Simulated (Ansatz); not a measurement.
# LiZnF3 in Imma, a phase reached by a soft mode: a soft mode frozen in, part 2 of 3

Aim: this structure of LiZnF3 in Imma, a phase reached by a soft mode is to be tested for unstable modes, and one is followed downhill.

Ansatz 0.2.0; DFT PBEsol, scalar-relativistic, plane waves, PAW; PAW set soft_1.

So far. Step 4 (The mode frozen in, largest atomic shift 0.32 Å): The run ends at a pressure of -0.82 GPa, with forces up to 0.33 eV/Å. Step 5 (Energy along the mode, all amplitudes (two of the runs …): The lowest of the steps tried is at 0.32 Å, 4.63 meV/atom below the parent; the bottom of the well need not coincide with a step.

The structure was built from a prototype and need not be the compound's stable phase.

## (6) Relaxing from the distorted cell

Starting from the lowest point found, all atoms and the cell are let go, so that strain and other modes of the same symmetry can join in.

input.yaml reads:

```yaml
crystal:
  lattice:
    - [-2.7709608286, 3.8242968089, 2.5210024937]
    - [2.7709608286, -3.8242968089, 2.5210024937]
    - [2.7709608286, 3.8242968089, -2.5210024937]
  atoms:
    - { symbol: Li, position: [0.8033345252, 0.0533345252, 0.75] }
    - { symbol: Li, position: [0.1966654748, 0.9466654748, 0.25] }
    - { symbol: Zn, position: [0.0, 0.5, 0.5] }
    - { symbol: Zn, position: [0.5, 0.5, 0.0] }
    - { symbol: F, position: [0.2066788458, 0.5855945646, 0.2045602798] }
    - { symbol: F, position: [0.7933211542, 0.4144054354, 0.7954397202] }
    - { symbol: F, position: [0.8810342848, 0.002118566, 0.2954397202] }
    - { symbol: F, position: [0.1189657152, -0.002118566, 0.7045602798] }
    - { symbol: F, position: [0.5714891963, 0.3214891963, 0.25] }
    - { symbol: F, position: [0.4285108037, 0.6785108037, 0.75] }
kpoints:
  mp_grid: { grid: [6, 6, 6] }
hamiltonian:
  xc: pbesol
  pseudopotentials: { kind: paw, azcp: { folder: soft_1 }, xc_functional: pbe }
scf:
  occupations: { method: fixed }
output:
  forces: true
  stress: true
  eigenvalues: true
relax:
  adjacent_minimum: "off"
  f_tol: 0.002
  max_steps: 120
  cell: { stress_tol: 0.03 }
```

The run is started by

```sh
ansatz run input.yaml --threads 4 --pin off --max-ram 16384MiB --backend cpu --events-out ev --progress --plain --runs-dir out
```

Numbers of over 12 decimals in the logs are rounded to 6 here.

The program printed:

```text
[...]
Crystal: 10 atoms, lattice volume = 106.860 Å³
Basis set: ecut = 420 eV, 2065 PW (Γ), exchange–correlation on 72×72×72 points (8 copies of the dense FFT grid, shifted against one another)
Bands: 46, of which v1, the nominal top of the filled ones, is band 36 counted from 1 (35 counted from 0)
Symmetry: 4 space group operations
[...]
k-points: 68 of 216
[...]
SCF iter   1: F=—  HF=-11788.177764 eV  |F-HF|=—  |Δ(HF+E_count)|=         —  Δρ=1.96e-1  dr2=2.47e1  ethr=3.10e-3  ⟨swp⟩=4.5  Hψ=12813  notcnv=0  defer=537
[...]
SCF iter  11: F=-11778.847162 eV  HF=-11778.847162 eV  |F-HF|=2.29e-9  |Δ(HF+E_count)|=   3.09e-8  Δρ=1.68e-6  dr2=3.44e-9  ethr=1.39e-10  ⟨swp⟩=11.1  Hψ=16257  notcnv=0
SCF 1 converged in 11 iterations: F = -11778.847162 eV  dr2 = 3.44e-9
[...]
relax step   1: F+E_penalty+E_count = -11778.84716203 eV  Δ(F+E_penalty+E_count) = +0.000e0 eV  max|allowed force component| = 3.267e-1 eV/Å  Δτ_max = 0.0000 Å  P = -0.816 GPa  Ω = 106.860 Å³  (11 SCF iters, dr2 threshold 1.00e-7 eV, accepted)
Crystal: 10 atoms, lattice volume = 106.869 Å³
Basis set: ecut = 420 eV, 2067 PW (Γ), exchange–correlation on 72×72×72 points (8 copies of the dense FFT grid, shifted against one another)
[...]
iter 1 solved again at ethr=8.55e-6 eV; its pass at ethr=3.10e-3 eV (dr2=6.16e-3 eV) is discarded
[...]
SCF iter   6: F=-11778.895179 eV  HF=-11778.895179 eV  |F-HF|=1.23e-7  |Δ(HF+E_count)|=   8.90e-7  Δρ=2.52e-5  dr2=4.13e-7  ethr=1.39e-9  ⟨swp⟩=9.4  Hψ=17723  notcnv=0
SCF 2 converged in 6 iterations: F = -11778.895179 eV  dr2 = 4.13e-7
relax step   2: F+E_penalty+E_count = -11778.89517930 eV  Δ(F+E_penalty+E_count) = -4.802e-2 eV  max|allowed force component| = 2.529e-1 eV/Å  Δτ_max = 0.0363 Å  P = -0.377 GPa  Ω = 106.869 Å³  energy of the carried Pulay correction = -2.887e-5 eV  (6 SCF iters, dr2 threshold 1.00e-6 eV, accepted)
Crystal: 10 atoms, lattice volume = 107.034 Å³
Basis set: ecut = 420 eV, 2109 PW (Γ), exchange–correlation on 72×72×72 points (8 copies of the dense FFT grid, shifted against one another)
[...]
SCF iter   7: F=-11778.981816 eV  HF=-11778.981816 eV  |F-HF|=7.58e-8  |Δ(HF+E_count)|=   1.14e-6  Δρ=2.69e-5  dr2=4.86e-7  ethr=1.39e-9  ⟨swp⟩=10.1  Hψ=19208  notcnv=0
SCF 3 converged in 7 iterations: F = -11778.981816 eV  dr2 = 4.86e-7
relax step   3: F+E_penalty+E_count = -11778.98181624 eV  Δ(F+E_penalty+E_count) = -8.664e-2 eV  max|allowed force component| = 1.370e-1 eV/Å  Δτ_max = 0.1457 Å  P = +0.407 GPa  Ω = 107.034 Å³  energy of the carried Pulay correction = -5.536e-4 eV  (7 SCF iters, dr2 threshold 1.00e-6 eV, accepted)
[... from here on, the SCF cycles and remarks between the steps are left out ...]
relax step   4: F+E_penalty+E_count = -11779.02409031 eV  Δ(F+E_penalty+E_count) = -4.227e-2 eV  max|allowed force component| = 1.166e-1 eV/Å  Δτ_max = 0.1261 Å  P = -0.070 GPa  Ω = 107.557 Å³  energy of the carried Pulay correction = -2.217e-3 eV  (7 SCF iters, dr2 threshold 1.00e-6 eV, accepted)
relax step   5: F+E_penalty+E_count = -11779.03426043 eV  Δ(F+E_penalty+E_count) = -1.017e-2 eV  max|allowed force component| = 5.367e-3 eV/Å  Δτ_max = 0.0361 Å  P = -0.144 GPa  Ω = 107.274 Å³  energy of the carried Pulay correction = -1.318e-3 eV  (6 SCF iters, dr2 threshold 8.50e-7 eV, accepted)
relax step   6: F+E_penalty+E_count = -11779.03516739 eV  Δ(F+E_penalty+E_count) = -9.070e-4 eV  max|allowed force component| = 7.219e-3 eV/Å  Δτ_max = 0.0049 Å  P = +0.124 GPa  Ω = 107.006 Å³  energy of the carried Pulay correction = -4.668e-4 eV  (6 SCF iters, dr2 threshold 1.36e-7 eV, accepted)
relax step   7: F+E_penalty+E_count = -11779.03471366 eV  Δ(F+E_penalty+E_count) = +4.537e-4 eV  max|allowed force component| = 1.374e-2 eV/Å  Δτ_max = 0.0056 Å  P = -0.028 GPa  Ω = 107.152 Å³  energy of the carried Pulay correction = -9.304e-4 eV  (6 SCF iters, dr2 threshold 5.46e-8 eV, accepted)
relax step   8: F+E_penalty+E_count = -11779.03482844 eV  Δ(F+E_penalty+E_count) = -1.148e-4 eV  max|allowed force component| = 5.007e-4 eV/Å  Δτ_max = 0.0029 Å  P = -0.000 GPa  Ω = 107.137 Å³  energy of the carried Pulay correction = -8.823e-4 eV  (6 SCF iters, dr2 threshold 1.18e-8 eV, accepted)
relax step   9: F+E_penalty+E_count = -11779.04336781 eV  Δ(F+E_penalty+E_count) = -8.539e-3 eV  max|allowed force component| = 7.180e-4 eV/Å  Δτ_max = 0.0000 Å  P = +0.133 GPa  Ω = 107.137 Å³  stress off target by 2.95e-1 GPa  SCF on the basis re-selected at this cell (its energy is not comparable with the rows above)  (7 SCF iters)
relax step  10: F+E_penalty+E_count = -11779.04353344 eV  Δ(F+E_penalty+E_count) = -1.656e-4 eV  max|allowed force component| = 6.233e-4 eV/Å  Δτ_max = 0.0052 Å  P = +0.024 GPa  Ω = 107.325 Å³  energy of the carried Pulay correction = -6.239e-4 eV  (5 SCF iters, dr2 threshold 2.17e-7 eV, accepted)
relax step  11: F+E_penalty+E_count = -11779.04343436 eV  Δ(F+E_penalty+E_count) = +9.908e-5 eV  max|allowed force component| = 7.567e-5 eV/Å  Δτ_max = 0.0002 Å  P = +0.000 GPa  Ω = 107.357 Å³  energy of the carried Pulay correction = -7.277e-4 eV  (6 SCF iters, dr2 threshold 3.60e-9 eV, accepted)
[...]
SCF iter   6: F=-11779.044335 eV  HF=-11779.044335 eV  |F-HF|=1.00e-10  |Δ(HF+E_count)|=  2.53e-10  Δρ=1.70e-7  dr2=8.87e-12  ethr=1.00e-12  ⟨swp⟩=10.8  Hψ=16609  notcnv=0
SCF 12 converged in 6 iterations: F = -11779.044335 eV  dr2 = 8.87e-12
relax step  12: F+E_penalty+E_count = -11779.04433533 eV  Δ(F+E_penalty+E_count) = -9.010e-4 eV  max|allowed force component| = 6.259e-5 eV/Å  Δτ_max = 0.0000 Å  P = +0.003 GPa  Ω = 107.357 Å³  stress off target by 2.74e-2 GPa  SCF on the basis re-selected at this cell (its energy is not comparable with the rows above)  (6 SCF iters)
[...]
SCF converged after 6 iterations
Free energy (F): -11779.044335 eV
[...]
Internal energy: -11779.044335 eV  (E = F + TS)
E sigma→0 (E₀):  -11779.044335 eV
Fermi energy:    2.751431 eV
[...]
--- Forces (eV/Å), atoms counted from 1 ---
  atom   1  Li     0.00000000     0.00000000     0.00005240
  atom   2  Li    -0.00000000     0.00000000    -0.00005240
  atom   3  Zn     0.00000000     0.00000000     0.00000000
  atom   4  Zn    -0.00000000     0.00000000     0.00000000
  atom   5  F     -0.00001343     0.00005679     0.00004572
  atom   6  F      0.00001343    -0.00005679    -0.00004572
  atom   7  F      0.00001343    -0.00005679     0.00004572
  atom   8  F     -0.00001343     0.00005679    -0.00004572
  atom   9  F     -0.00000000     0.00000000     0.00006259
  atom  10  F      0.00000000     0.00000000    -0.00006259
  max |Σ_I F_I| component: 4.34e-19 eV/Å
--- Stress (GPa, compression-positive) ---
       -0.001981       0.024701       0.000000
        0.024664      -0.003493       0.000000
        0.000000       0.000000       0.013738
  P = ⅓ Tr σ = 0.0028 GPa (0.028 kbar)
--- Band table (eV; the first three rows and the last of 68) ---
  k-point 0: bands = [... 32 lower, 1.4700, 1.4702, 2.7513, 2.7514, 6.9105, 12.5910, 12.9556, 14.1738, ... 6 higher]
  k-point 1: bands = [... 32 lower, 1.5085, 1.5086, 2.6386, 2.6387, 7.2856, 11.8249, 13.0384, 14.2080, ... 6 higher]
  k-point 2: bands = [... 32 lower, 1.6438, 1.6443, 2.3344, 2.3346, 8.2142, 10.6321, 13.1630, 13.7917, ... 6 higher]
  k-point 67: bands = [... 32 lower, 1.6004, 1.7381, 2.0410, 2.7493, 9.5043, 11.2954, 11.6639, 12.2179, ... 6 higher]
--- Relaxed structure (10 steps of the walk, 10 accepted, 2 SCFs on fresh bases) ---
  F+E_penalty+E_count = -11779.04433533 eV   max|allowed force component| = 6.259e-5 eV/Å   (the final SCF, on the basis selected at the relaxed cell)
  cell:  # Å, volume = 107.3571 Å³
    - [-2.594740, 3.664511, 2.590762]
    - [2.594740, -3.664511, 2.590762]
    - [2.901760, 3.886967, -2.590762]
  atoms:
    - { symbol: Li, position: [0.750112, 0.000111677, 0.750000] }
    - { symbol: Li, position: [0.249888, 0.999888, 0.25] }
    - { symbol: Zn, position: [6.216620034102913e-17, 0.5, 0.500000] }
    - { symbol: Zn, position: [0.500000, 0.500000, 3.5678681770472137e-19] }
    - { symbol: F, position: [0.249958, 0.644239, 0.249918] }
    - { symbol: F, position: [0.750042, 0.355761, 0.750082] }
    - { symbol: F, position: [0.894322, 4.008926643989108e-5, 0.250082] }
    - { symbol: F, position: [0.105678, -4.008926643994659e-5, 0.749918] }
    - { symbol: F, position: [0.605644, 0.355644, 0.25] }
    - { symbol: F, position: [0.394356, 0.644356, 0.750000] }
```

Elapsed: 50 s, on 4 threads of Intel Xeon Platinum 8375C at 2.90GHz (Ice Lake), shared host; peak memory 0.68 GiB; 3.2 min of CPU time.

Relaxation path:

```csv
step,energy less that of the first step (eV),largest force component (eV/Å),pressure (GPa),volume (Å³)
1,0.0000,0.3267,-0.82,106.86
2,-0.0480,0.2529,-0.38,106.87
3,-0.1347,0.1370,0.41,107.03
4,-0.1769,0.1166,-0.07,107.56
5,-0.1871,0.0054,-0.14,107.27
6,-0.1880,0.0072,0.12,107.01
7,-0.1876,0.0137,-0.03,107.15
8,-0.1877,0.0005,0.00,107.14
9*,-0.1962,0.0007,0.13,107.14
10,-0.1964,0.0006,0.02,107.33
11,-0.1963,0.0001,0.00,107.36
12*,-0.1972,0.0001,0.00,107.36
```

Relaxation steps marked * repeat the geometry before them on a plane-wave basis chosen anew for their cell, so energy and pressure can jump there.

The run keeps the 4 symmetry operations that it works with, so distortions that break them were not tested.

```
     cell as run  before   after  change
           a (Å)   5.353   5.184  -3.2 %
           b (Å)   5.353   5.184  -3.2 %
           c (Å)   5.353   5.499  +2.7 %
           α (°)  117.66  118.10  +0.4 %
           β (°)   88.82   90.00  +1.3 %
           γ (°)  123.81  120.03  -3.1 %
volume (Å³/atom)   10.69   10.74  +0.5 %
```

The atoms that moved most (Å, as changes of fractional coordinates times the final cell):

| atom | dx | dy | dz | length |
| --- | --- | --- | --- | --- |
| Li2 | 0.000 | 0.000 | 0.276 | 0.276 |
| Li1 | 0.000 | 0.000 | -0.276 | 0.276 |
| F7 | -0.171 | -0.120 | 0.147 | 0.256 |
| F6 | -0.171 | -0.120 | -0.147 | 0.256 |
| F5 | 0.171 | 0.120 | 0.147 | 0.256 |
| F8 | 0.171 | 0.120 | -0.147 | 0.256 |
| F10 | 0.000 | 0.000 | -0.177 | 0.177 |
| F9 | 0.000 | 0.000 | 0.177 | 0.177 |

The relaxed structure:

```cif
data_structure
_symmetry_space_group_name_H-M 'P 1'
_symmetry_Int_Tables_number 1
_cell_length_a 5.1840
_cell_length_b 5.1840
_cell_length_c 5.4992
_cell_angle_alpha 118.098
_cell_angle_beta 89.995
_cell_angle_gamma 120.031
_cell_volume 107.36
loop_
_atom_site_label
_atom_site_type_symbol
_atom_site_fract_x
_atom_site_fract_y
_atom_site_fract_z
_atom_site_occupancy
Li1 Li 0.75011 0.00011 0.75000 1
Li2 Li 0.24989 0.99989 0.25000 1
Zn3 Zn 0.00000 0.50000 0.50000 1
Zn4 Zn 0.50000 0.50000 0.00000 1
F5 F 0.24996 0.64424 0.24992 1
F6 F 0.75004 0.35576 0.75008 1
F7 F 0.89432 0.00004 0.25008 1
F8 F 0.10568 0.99996 0.74992 1
F9 F 0.60564 0.35564 0.25000 1
F10 F 0.39436 0.64436 0.75000 1
```

Numbers from this step:

```yaml
pressure: 0.002755 GPa
gap_on_the_k_mesh: 4.159 eV
volume_per_atom: 10.74 Å³
```

The distorted start has space group C2/c; the relaxation ends in R-3c.

## (7) The new phase in its own primitive cell

The relaxed structure is symmetrised, reduced to its primitive cell and relaxed tightly, as its phonons need.

input.yaml, the sections that differ from step 6:

```yaml
crystal:
  lattice:
    - [2.591369422, 1.4961278334, 4.6143824193]
    - [-2.591369422, 1.4961278334, 4.6143824193]
    - [0.0, -2.9922556667, 4.6143824193]
  atoms:
    - { symbol: Li, position: [0.75, 0.75, 0.75] }
    - { symbol: Li, position: [0.25, 0.25, 0.25] }
    - { symbol: Zn, position: [0.5, 0.5, 0.5] }
    - { symbol: Zn, position: [0.0, 0.0, 0.0] }
    - { symbol: F, position: [0.25, 0.8942456559, 0.6057543441] }
    - { symbol: F, position: [0.75, 0.1057543441, 0.3942456559] }
    - { symbol: F, position: [0.6057543441, 0.25, 0.8942456559] }
    - { symbol: F, position: [0.3942456559, 0.75, 0.1057543441] }
    - { symbol: F, position: [0.8942456559, 0.6057543441, 0.25] }
    - { symbol: F, position: [0.1057543441, 0.3942456559, 0.75] }
relax:
  adjacent_minimum: "off"
  f_tol: 0.001
  max_steps: 60
  cell: { stress_tol: 0.01 }
# kpoints, hamiltonian, scf, output: as in step 6
```

The program printed:

```text
[...]
Crystal: 10 atoms, lattice volume = 107.340 Å³
Basis set: ecut = 420 eV, 2109 PW (Γ), exchange–correlation on 80×80×80 points (8 copies of the dense FFT grid, shifted against one another)
Bands: 46, of which v1, the nominal top of the filled ones, is band 36 counted from 1 (35 counted from 0)
Symmetry: 12 space group operations
[...]
k-points: 32 of 216
[...]
- { symbol: Li, position: [0.25, 0.25, 0.25] }
    - { symbol: Zn, position: [0.5, 0.5, 0.5] }
    - { symbol: Zn, position: [0, 0, 0] }
    - { symbol: F, position: [0.250000, 0.894297, 0.605703] }
    - { symbol: F, position: [0.75, 0.105703, 0.394297] }
    - { symbol: F, position: [0.605703, 0.250000, 0.894297] }
    - { symbol: F, position: [0.394297, 0.75, 0.105703] }
    - { symbol: F, position: [0.894297, 0.605703, 0.25] }
    - { symbol: F, position: [0.105703, 0.394297, 0.75] }
[key lines of the parts left out:]
SCF converged after 4 iterations
Free energy (F): -11779.044309 eV
Fermi energy:    2.750226 eV
P = ⅓ Tr σ = -0.0004 GPa (-0.004 kbar)
```

Run time: 10 s. Hardware: 4 threads; peak memory 0.6 GiB; 37 s of CPU time.

Little changed from the start: no atom moved by 0.005 Å and no cell edge by 0.1 %.

Numbers from this step:

```yaml
pressure: -4.37e-4 GPa
direct_gap_on_mesh: 4.159 eV
```

The largest force component left is 0.28 meV/Å and the pressure is 0.000 GPa, within the tolerances set. The cell now holds 10.74 Å³/atom.

(Continued in part 3 of 3.)

[Logs are printed without paths, hosts, clocks, repeated set-up lines and the standing remarks that a program may print on its own settings, such as how far it seeks lower states.]

[Hosts, paths, dates, database ids (printed as entryN), source tags and the programs' standing remarks are cut or masked in the printed files.]
